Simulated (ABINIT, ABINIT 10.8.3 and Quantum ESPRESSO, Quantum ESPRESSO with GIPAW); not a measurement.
# Shieldings in KF (Carobbiite) in space group Fm-3m from a nuclear dipole's orbital moment

Wanted: shieldings of KF (Carobbiite) in space group Fm-3m from two unrelated programs, to see how far they agree.

Calculated with ABINIT 10.8.3 and Quantum ESPRESSO with GIPAW; DFT, plane-wave PAW; levels as the steps name them.

## Step 1: The starting structure

The structure is cubic, space group Fm-3m (No. 225). Conventional cell: a = 5.344 Å, b = 5.344 Å, c = 5.344 Å, α = 90.00°, β = 90.00°, γ = 90.00°. K has 6 F at 2.67 Å nearest. F has 6 K at 2.67 Å nearest. Farther neighbours and most contacts between anions are not listed.

## Step 2: GIPAW: ground state

The first road is linear response to a uniform field, which keeps the symmetry and yields every site at once.

A patched development version of Quantum ESPRESSO; PAW files made with ld1.x from the pslibrary 1.0.0 recipes.

scf.in reads:

```
&control
  calculation = 'scf'
  prefix = 'x'
  outdir = './tmp/'
  pseudo_dir = './'
/
&system
  ibrav = 0
  nat = 2
  ntyp = 2
  ecutwfc = 55
  ecutrho = 330
  nbnd = 10
/
&electrons
  conv_thr = 1.0d-10
  mixing_beta = 0.7
  electron_maxstep = 100
/
ATOMIC_SPECIES
  K 39.098 K.pbe-spn-kjpaw_psl.1.0.0-gipaw.UPF
  F 18.998 F.pbe-n-kjpaw_psl.1.0.0-gipaw.UPF
CELL_PARAMETERS angstrom
  0.00000000 2.67185000 2.67185000
  2.67185000 0.00000000 2.67185000
  2.67185000 2.67185000 0.00000000
ATOMIC_POSITIONS crystal
  K 0.00000000 0.00000000 0.00000000
  F 0.50000000 0.50000000 0.50000000
K_POINTS automatic
  9 9 9 0 0 0
```

Launch:

```
mpirun -np 4 pw.x -nk 4 -in scf.in > scf.out
```

Numbers of over 12 decimals in the logs are rounded to 6 here.

Log:

```text
using ibrav=0 with symmetry is DISCOURAGED, use correct ibrav instead

     bravais-lattice index     =            0
     lattice parameter (alat)  =       7.1405  a.u.
     unit-cell volume          =     257.4322 (a.u.)^3
     number of atoms/cell      =            2
     number of atomic types    =            2
     number of electrons       =        16.00
     number of Kohn-Sham states=           10
     kinetic-energy cutoff     =      55.0000  Ry
     charge density cutoff     =     330.0000  Ry
     scf convergence threshold =      1.0E-10
     mixing beta               =       0.7000
     number of iterations used =            8  plain     mixing
     Exchange-correlation= SLA-PW-PBX-PBC
                           (   1   4   3   4   0   0   0)
[...]
K                 9.00    39.09800     K ( 1.00)
     F                 7.00    18.99800     F ( 1.00)

     48 Sym. Ops., with inversion, found
[...]
number of k points=    35
[...]
Dense  grid:    26229 G-vectors     FFT dimensions: (  45,  45,  45)

     Smooth grid:    14211 G-vectors     FFT dimensions: (  36,  36,  36)

     Check: negative core charge=   -0.000002

     Initial potential from superposition of free atoms

     starting charge      15.9812, renormalised to      16.0000
     Starting wfcs are   12 randomized atomic wfcs

     Self-consistent Calculation

     iteration #  1     ecut=    55.00 Ry     beta= 0.70
     Davidson diagonalization with overlap
     ethr =  1.00E-02,  avg # of iterations =  6.4

     total energy              =    -172.46749702 Ry
     estimated scf accuracy    <       0.30013840 Ry

     iteration #  2     ecut=    55.00 Ry     beta= 0.70
     Davidson diagonalization with overlap
     ethr =  1.88E-03,  avg # of iterations =  3.1

     total energy              =    -172.51197952 Ry
     estimated scf accuracy    <       0.49559754 Ry

     iteration #  3     ecut=    55.00 Ry     beta= 0.70
     Davidson diagonalization with overlap
     ethr =  1.88E-03,  avg # of iterations =  2.1

     total energy              =    -172.61431076 Ry
     estimated scf accuracy    <       0.00260572 Ry

[...]
total energy              =    -172.61582498 Ry
[...]
iteration # 10     ecut=    55.00 Ry     beta= 0.70
     Davidson diagonalization with overlap
     ethr =  6.94E-12,  avg # of iterations =  3.5

     total energy              =    -172.61582498 Ry
     estimated scf accuracy    <          1.1E-10 Ry

     iteration # 11     ecut=    55.00 Ry     beta= 0.70
     Davidson diagonalization with overlap
     ethr =  6.75E-13,  avg # of iterations =  2.0

     The highest empty levels of an scf can be off by 1 eV or more

     End of self-consistent calculation
     [one-electron energies left out]

     highest occupied, lowest unoccupied level (ev):     1.5252    7.7010

!    total energy              =    -172.61582498 Ry
     total all-electron energy =     -1404.267254 Ry
     estimated scf accuracy    <          9.1E-11 Ry

     The total energy is the sum of the following terms:
     one-electron contribution =     -41.43844844 Ry
     hartree contribution      =      29.03605855 Ry
     xc contribution           =     -20.99783307 Ry
     ewald contribution        =     -72.62121304 Ry
     one-center paw contrib.   =     -66.59438899 Ry

     convergence has been achieved in  11 iterations
[...]
JOB DONE.
```

Run time: 6.8 s. Hardware: 4 MPI ranks of Arm Neoverse V1, shared host; peak memory 0.4 GiB.

## Step 3: GIPAW: response

nmr.in reads:

```
&inputgipaw
  job = 'nmr'
  prefix = 'x'
  tmp_dir = './tmp/'
  restart_mode = 'from_scratch'
  verbosity = 'low'
  q_gipaw = 0.01
  spline_ps = .true.
  conv_threshold = 1.0d-14
  use_nmr_macroscopic_shape = .false.
  pawproj(1) = .true.
  pawproj(2) = .true.
/
```

Launch:

```
mpirun -np 4 gipaw.x -in nmr.in > nmr.out
```

Log:

```text
[banner, memory and clock lines left out]
[a note of our patched build left out]

     Parallelizing q-star over 1 images

     IMPORTANT: XC functional enforced from input :
     Exchange-correlation= PBE
                           (   1   4   3   4   0   0   0)
     Any further DFT definition will be discarded
     Please, verify this is what you really want

     Check: negative core charge=   -0.000002
[...]
projs nearly linearly dependent: l=0  n1,n2= 1, 2  s=  0.99585241
[...]
alpha_pv=     52.2527 eV

     spline_ps is .false., expect some extrapolation errors

     q-space interpolation up to    66.00 Rydberg

     GIPAW job: nmr
     NMR macroscopic correction: no
[...]
Computing the magnetic susceptibility     isolve=0    ethr=  0.1000E-13
     Starting from scratch
     k-point #    1 of    35      pool #  1    cpu time:       0.6
[...]
End of magnetic susceptibility calculation

     f-sum rule (1st term):
           -15.3544          0.0000          0.0000
             0.0000        -15.3544         -0.0000
             0.0000          0.0000        -15.3544

     f-sum rule (2nd term):
            -0.4529         -0.0000          0.0000
            -0.0000         -0.4529          0.0000
             0.0000          0.0000         -0.4529

     f-sum rule (should be   -15.8037):
           -15.8073          0.0000          0.0000
             0.0000        -15.8073         -0.0000
             0.0000          0.0000        -15.8073

[... susceptibilities left out ...]
     Contributions to the NMR chemical shifts: -------------------------------

     Macroscopic shape contribution in ppm:                    0.00
             0.0000          0.0000          0.0000
             0.0000          0.0000          0.0000
             0.0000          0.0000          0.0000

     Core contribution in ppm:

     Atom  1  K   pos: (  0.000000  0.000000  0.000000)  core sigma:        1193.41
     Atom  2  F   pos: (  0.707107  0.707107  0.707107)  core sigma:         306.42

     Bare contribution in ppm:

     Atom  1  K   pos: (  0.000000  0.000000  0.000000)  bare sigma:         118.11
[...]
Atom  2  F   pos: (  0.707107  0.707107  0.707107)  bare sigma:          83.59
[...]
Diamagnetic contribution in ppm:

     Atom  1  K   pos: (  0.000000  0.000000  0.000000)  dia sigma:          -4.08
[...]
Atom  2  F   pos: (  0.707107  0.707107  0.707107)  dia sigma:          42.91
[...]
Paramagnetic contribution in ppm:

     Atom  1  K   pos: (  0.000000  0.000000  0.000000)  para sigma:        -233.54
[...]
Atom  2  F   pos: (  0.707107  0.707107  0.707107)  para sigma:         140.30
[...]
Paramagnetic US occ-occ contribution in ppm:

     Atom  1  K   pos: (  0.000000  0.000000  0.000000)  para_oo sigma:          -1.50
[...]
Atom  2  F   pos: (  0.707107  0.707107  0.707107)  para_oo sigma:           0.89
[...]
Paramagnetic US L_R Q_R contribution in ppm:

     Atom  1  K   pos: (  0.000000  0.000000  0.000000)  para_lq sigma:         102.71
[...]
Atom  2  F   pos: (  0.707107  0.707107  0.707107)  para_lq sigma:        -315.07
[...]
Total NMR chemical shifts in ppm: ---------------------------------------
     (adopting the Simpson convention for anisotropy and asymmetry)-----------

     Atom  1  K   pos: (  0.000000  0.000000  0.000000)  Total sigma:        1175.12
[...]
K       1    anisotropy:     -0.00    eta:    0.0000
[...]
Atom  2  F   pos: (  0.707107  0.707107  0.707107)  Total sigma:         259.04
[...]
F       2    anisotropy:      0.00    eta:    0.0000
[...]
```

It took 78 s on 4 MPI ranks; peak memory 0.26 GiB; 5.2 min of CPU time.

## Step 4: Converse method: dipole on K1; PBE, zora 0, 22 Ha, 5×5×5 (4 shifts)

A nuclear dipole of one atomic unit is put on one atom. The ground state with the dipole is followed by the k-derivatives of the wave functions, and the induced orbital moment, with its sign turned, is the shielding tensor applied to the dipole's direction; the site's symmetry gives the rest. The dipole breaks time reversal, so the whole zone is sampled. JTH 2.0 datasets hold the cores' Lamb term.

run.abi reads:

```
ndtset 2
acell 3*1.0 Angstrom
rprim
  0.00000000 2.67185000 2.67185000
  2.67185000 0.00000000 2.67185000
  2.67185000 2.67185000 0.00000000
natom 2
ntypat 2
znucl 19 9
typat 1 2
xred
  0.00000000 0.00000000 0.00000000
  0.50000000 0.50000000 0.50000000
pseudos "K_PBE_JTH.xml, F_PBE_JTH.xml"
ecut 22
pawecutdg 44
pawovlp -1
kptopt 3
ngkpt 5 5 5
nshiftk 4
shiftk 0.5 0.5 0.5  0.5 0 0  0 0.5 0  0 0 0.5
nband 8
occopt 1
nsym 1
symmorphi 0
istwfk *1
chkprim 0
chksymbreak 0
chksymtnons 0
optforces 0
optstress 0
pawcpxocc 2
usexcnhat 0
paral_atom 0
paral_kgb 0
prtden 0
prteig 0
prtebands 0
prtgsr 0
natnd 1
iatnd 1
atndlist 1 0 0
tolvrs1 1d-14
nstep1 50
rfddk2 1
rfdir2 1 1 1
iscf2 -3
getwfk2 -1
orbmag2 2
tolwfr2 1d-18
nstep2 30
prtwf2 0
```

Launch:

```
abinit run.abi > log
```

Log:

```text
DATASET    1 : space group P1 (#  1); Bravais aP (primitive triclinic)
[...]
Values of the parameters that define the memory need for DATASET  1.
     intxc =       0    ionmov =       0      iscf =      17    lmnmax =      13
     lnmax =       5     mgfft =      32  mpssoang =       3    mqgrid =    3001
     natom =       2  nloc_mem =       2    nspden =       1   nspinor =       1
    nsppol =       1      nsym =       1    n1xccc =       1    ntypat =       2
    occopt =       1   xclevel =       2
       mpw =        1283          nfft =       32768          nkpt =         500
 PAW method is used; the additional fine FFT grid is defined by:
   mgfftf=        45    nfftf =     91125
[...]
DATASET    2 : space group P1 (#  1); Bravais aP (primitive triclinic)
[...]
Values of the parameters that define the memory need for DATASET  2 (RF).
     intxc =       0      iscf =      -3    lmnmax =      13     lnmax =       5
     mgfft =      32  mpssoang =       3    mqgrid =    3001     natom =       2
  nloc_mem =       2    nspden =       1   nspinor =       1    nsppol =       1
      nsym =       1    n1xccc =       1    ntypat =       2    occopt =       1
   xclevel =       2
      nfft =       32768          nkpt =         500
[...]
acell      1.8897261259E+00  1.8897261259E+00  1.8897261259E+00 Bohr
              amu      3.90983000E+01  1.89984032E+01
         atndlist      1.0000000000E+00  0.0000000000E+00  0.0000000000E+00
[...]
ecut      2.20000000E+01 Hartree
           getwfk1          0
           getwfk2         -1
            iatnd        1    0
             iscf1         17
             iscf2         -3
              ixc     -101130
           jdtset        1    2
     [kpt list left out]
           kptopt           3
         kptrlatt        5   -5    5     -5    5    5     -5   -5    5
[...]
natnd           1
            natom           2
            nband           8
           ndtset           2
            ngfft          32      32      32
          ngfftdg          45      45      45
             nkpt         500
            nstep1         50
            nstep2         30
             nsym           1
           ntypat           2
        nucdipmom      1.0000000000E+00  0.0000000000E+00  0.0000000000E+00
[...]
occ      2.000000  2.000000  2.000000  2.000000  2.000000  2.000000
[...]
optforces           0
        optstress           0
           orbmag1          0
           orbmag2          2
        pawcpxocc           2
        pawecutdg      4.40000000E+01 Hartree
          pawovlp     -1.0000000000E+00
[...]
rfddk1          0
            rfddk2          1
            rprim      0.0000000000E+00  2.6718500000E+00  2.6718500000E+00
[...]
shiftk      5.00000000E-01  5.00000000E-01  5.00000000E-01
          spgroup           1
        symmorphi           0
           tolvrs1     1.00000000E-14
           tolvrs2     0.00000000E+00
           tolwfr1     0.00000000E+00
           tolwfr2     1.00000000E-18
            typat      1  2
        usexcnhat           0
           useylm           1
     [wtk list left out]
[...]
xred      0.0000000000E+00  0.0000000000E+00  0.0000000000E+00
[...]
znucl       19.00000    9.00000
[...]
dimensions: {natom: 2, nkpt: 500, mband: 8, nsppol: 1, nspinor: 1, nspden: 1, mpw: 1283, }
cutoff_energies: {ecut:  22.0, pawecutdg:  44.0, }
electrons: {nelect:   1.60000000E+01, charge:   0.00000000E+00, occopt:   1.00000000E+00, tsmear:   1.00000000E-02, }
[...]
Unit cell volume ucvol=  2.5743217E+02 bohr^3
[...]
Coarse grid specifications (used for wave-functions):
[...]
Fine grid specifications (used for densities):
[...]
2.96023763E+02                                ecore*ucvol(ha*bohr**3)
[...]
solver: {iscf: 17, nstep: 50, nline: 4, wfoptalg: 10, }
tolerances: {tolvrs: 1.00E-14, }
[...]
ETOT  1  -52.999944239563    -5.300E+01 2.916E-01 2.332E+01
 ETOT  2  -53.040294519471    -4.035E-02 3.207E-04 1.876E+01
 ETOT  3  -53.025852476094     1.444E-02 9.757E-05 1.773E+00
 ETOT  4  -53.025152436519     7.000E-04 2.010E-06 6.175E-01
 ETOT  5  -53.025212120600    -5.968E-05 1.123E-06 1.574E-02
 ETOT  6  -53.025307034266    -9.491E-05 3.591E-07 3.445E-04
 ETOT  7  -53.025313151190    -6.117E-06 9.831E-09 1.739E-05
 ETOT  8  -53.025313513442    -3.623E-07 1.932E-10 6.151E-06
 ETOT  9  -53.025313697765    -1.843E-07 1.159E-10 1.807E-07
 ETOT 10  -53.025313698947    -1.182E-09 3.542E-12 7.102E-08
 ETOT 11  -53.025313699351    -4.034E-10 6.439E-13 2.613E-09
 ETOT 12  -53.025313699349     2.345E-12 8.658E-14 8.252E-11
 ETOT 13  -53.025313699348     2.629E-13 3.630E-15 2.304E-11
 ETOT 14  -53.025313699348    -1.421E-14 9.411E-17 5.961E-12
 ETOT 15  -53.025313699348     2.771E-13 5.137E-17 1.446E-13
 ETOT 16  -53.025313699348    -1.421E-14 2.696E-18 2.357E-14
 ETOT 17  -53.025313699348    -4.547E-13 9.724E-19 3.111E-15

[...]
f-sum rule ratio=    8.9849113960E-01
 Expectation of eigenvalue derivatives (hartree) for nkpt= 500  k points:
  (in case of degenerate eigenvalues, averaged derivative)
 [levels by k-point left out]

 Nine components of 2nd-order total energy (hartree) are
 1,2,3: 0th-order hamiltonian combined with 1st-order wavefunctions
     kin0=   2.82178250E+01 eigvalue=   3.48590130E+00  local=  -1.86844129E+01  nclr dpl0=  -2.32507059E-07
 4,5,6: 1st-order hamiltonian combined with 1st and 0th-order wfs
     kin1=  -3.33935736E+01  Hartree=   0.00000000E+00     xc=   0.00000000E+00  nclr dpl1=   2.91999794E-10
 7,8,9: eventually, occupation + non-local contributions
    edocc=   0.00000000E+00     enl0=   2.81001709E+00   enl1=   1.05973714E+00
 10: eventually, PAW "on-site" Hxc contribution: epaw1=   0.00000000E+00
 1-10 gives the relaxation energy (to be shifted if some occ is /=2.0)
   erelax=  -1.65045062E+01
 11 Contribution from 1st-order change of wavefunctions overlap
 eovl1 =  -3.37587992E-01
  No Ewald or frozen-wf contrib.: the relaxation energy is the total one
 2DEtotal=   -0.1650450620E+02 Ha. Also 2DEtotal=   -0.449110493113E+03 eV
    (  non-var. 2DEtotal :   -1.6504506202E+01 Ha)
[...]
symkpt : not enough symmetry to change the number of k points.

 Initialisation of the first-order wave-functions :
  ireadwf=   0
[...]
solver: {iscf: -3, nstep: 30, nline: 4, wfoptalg: 10, }
tolerances: {tolwfr: 1.00E-18, }
[...]
At SCF step   11   max residual=  9.99E-19 < tolwfr=  1.00E-18 =>converged.
[...]
----iterations are completed or convergence reached----
[...]
f-sum rule ratio=    8.9849113960E-01
 Expectation of eigenvalue derivatives (hartree) for nkpt= 500  k points:
  (in case of degenerate eigenvalues, averaged derivative)
 [levels by k-point left out]

 Nine components of 2nd-order total energy (hartree) are
 1,2,3: 0th-order hamiltonian combined with 1st-order wavefunctions
     kin0=   2.82178250E+01 eigvalue=   3.48590130E+00  local=  -1.86844129E+01  nclr dpl0=  -2.32507059E-07
 4,5,6: 1st-order hamiltonian combined with 1st and 0th-order wfs
     kin1=  -3.33935736E+01  Hartree=   0.00000000E+00     xc=   0.00000000E+00  nclr dpl1=   2.91999780E-10
 7,8,9: eventually, occupation + non-local contributions
    edocc=   0.00000000E+00     enl0=   2.81001709E+00   enl1=   1.05973714E+00
 10: eventually, PAW "on-site" Hxc contribution: epaw1=   0.00000000E+00
 1-10 gives the relaxation energy (to be shifted if some occ is /=2.0)
   erelax=  -1.65045062E+01
 11 Contribution from 1st-order change of wavefunctions overlap
 eovl1 =  -3.37587992E-01
  No Ewald or frozen-wf contrib.: the relaxation energy is the total one
 2DEtotal=   -0.1650450620E+02 Ha. Also 2DEtotal=   -0.449110493112E+03 eV
    (  non-var. 2DEtotal :   -1.6504506202E+01 Ha)
[...]
symkpt : not enough symmetry to change the number of k points.

 Initialisation of the first-order wave-functions :
  ireadwf=   0
[...]
solver: {iscf: -3, nstep: 30, nline: 4, wfoptalg: 10, }
tolerances: {tolwfr: 1.00E-18, }
[...]
ETOT  2  -16.504239319797     -4.308E-02 4.618E-04 0.000E+00
 ETOT  3  -16.504503970845     -2.647E-04 9.831E-06 0.000E+00
 ETOT  4  -16.504506179983     -2.209E-06 1.105E-07 0.000E+00
 ETOT  5  -16.504506202421     -2.244E-08 2.248E-09 0.000E+00
 ETOT  6  -16.504506202692     -2.709E-10 2.803E-11 0.000E+00
 ETOT  7  -16.504506202696     -3.990E-12 5.740E-13 0.000E+00
 ETOT  8  -16.504506202696     -1.421E-14 7.467E-15 0.000E+00
 ETOT  9  -16.504506202696     -1.670E-13 2.339E-16 0.000E+00
 ETOT 10  -16.504506202696     -7.105E-15 3.009E-18 0.000E+00
 ETOT 11  -16.504506202696     -1.066E-14 9.986E-19 0.000E+00

 At SCF step   11   max residual=  9.99E-19 < tolwfr=  1.00E-18 =>converged.
[...]
----iterations are completed or convergence reached----
[...]
f-sum rule ratio=    8.9849113954E-01
 Expectation of eigenvalue derivatives (hartree) for nkpt= 500  k points:
  (in case of degenerate eigenvalues, averaged derivative)
 [levels by k-point left out]

 Nine components of 2nd-order total energy (hartree) are
 1,2,3: 0th-order hamiltonian combined with 1st-order wavefunctions
     kin0=   2.82178249E+01 eigvalue=   3.48590130E+00  local=  -1.86844129E+01  nclr dpl0=  -2.32507059E-07
 4,5,6: 1st-order hamiltonian combined with 1st and 0th-order wfs
     kin1=  -3.33935736E+01  Hartree=   0.00000000E+00     xc=   0.00000000E+00  nclr dpl1=   2.91999363E-10
 7,8,9: eventually, occupation + non-local contributions
    edocc=   0.00000000E+00     enl0=   2.81001709E+00   enl1=   1.05973714E+00
 10: eventually, PAW "on-site" Hxc contribution: epaw1=   0.00000000E+00
 1-10 gives the relaxation energy (to be shifted if some occ is /=2.0)
   erelax=  -1.65045062E+01
 11 Contribution from 1st-order change of wavefunctions overlap
 eovl1 =  -3.37587992E-01
  No Ewald or frozen-wf contrib.: the relaxation energy is the total one
 2DEtotal=   -0.1650450620E+02 Ha. Also 2DEtotal=   -0.449110493081E+03 eV
    (  non-var. 2DEtotal :   -1.6504506201E+01 Ha)
[...]
Orbital magnetic moment computed with DFPT derivative wavefunctions

 Orbital magnetic moment, Cartesian directions :
 -1.17183258E-03  4.84636887E-10  3.36991310E-10

 Chern vector, Cartesian directions :
 -1.52594181E-09 -4.79349220E-12  2.03137983E-12

 Orbital magnetic moment, term-by-term breakdown :
     rho(1) CC :  -1.00189758E-03  2.21026301E-10  2.65671654E-10
    rho(1) VV1 :  -2.67735972E-04  1.52263640E-11  2.51598169E-12
    rho(1) VV2 :   1.89136464E-06  6.73023459E-12 -5.68370236E-12
     rho(0) NL :   2.10093188E-03  2.11437849E-10 -5.26338591E-11
   <L_R> terms :  -7.89334168E-04  3.02194562E-11  1.27115266E-10
 <A0.An> terms :  -2.22747921E-05 -3.31706939E-15  5.96947264E-15
    Lamb terms :  -1.19341331E-03  0.00000000E+00  0.00000000E+00
 Chern vector, term-by-term breakdown :
  Ch CC :  -1.19501683E-06 -4.46611635E-12  1.85327043E-12
 Ch vv1 :   1.19349088E-06 -3.27375843E-13  1.78109394E-13
 Ch vv2 :   2.11758237E-22  1.21842802E-21 -1.92484114E-21
[...]
---- first-order wavefunction calculations are completed ----

 respfn : d/dk was computed, but no 2DTE, so no DDB output.

== END DATASET(S) ==

[key lines of the parts left out:]
Total energy DC (eV): -1.91060029714434E+04
```

It took 28 min on 1 thread; peak memory 0.97 GiB.

Along the dipole the shielding is 1171.8 ppm. The Chern vector, which should vanish, has length 1.5e-09.

[end of part 1 of 2]

[Banner, clock, file and dataset-listing lines were taken out of the logs.]

[Logs are printed without paths, hosts, clocks, repeated set-up lines and the standing remarks that a program may print on its own settings, such as how far it seeks lower states.]

[Hosts, paths, dates, database ids (printed as entryN), source tags and the programs' standing remarks are cut or masked in the printed files.]
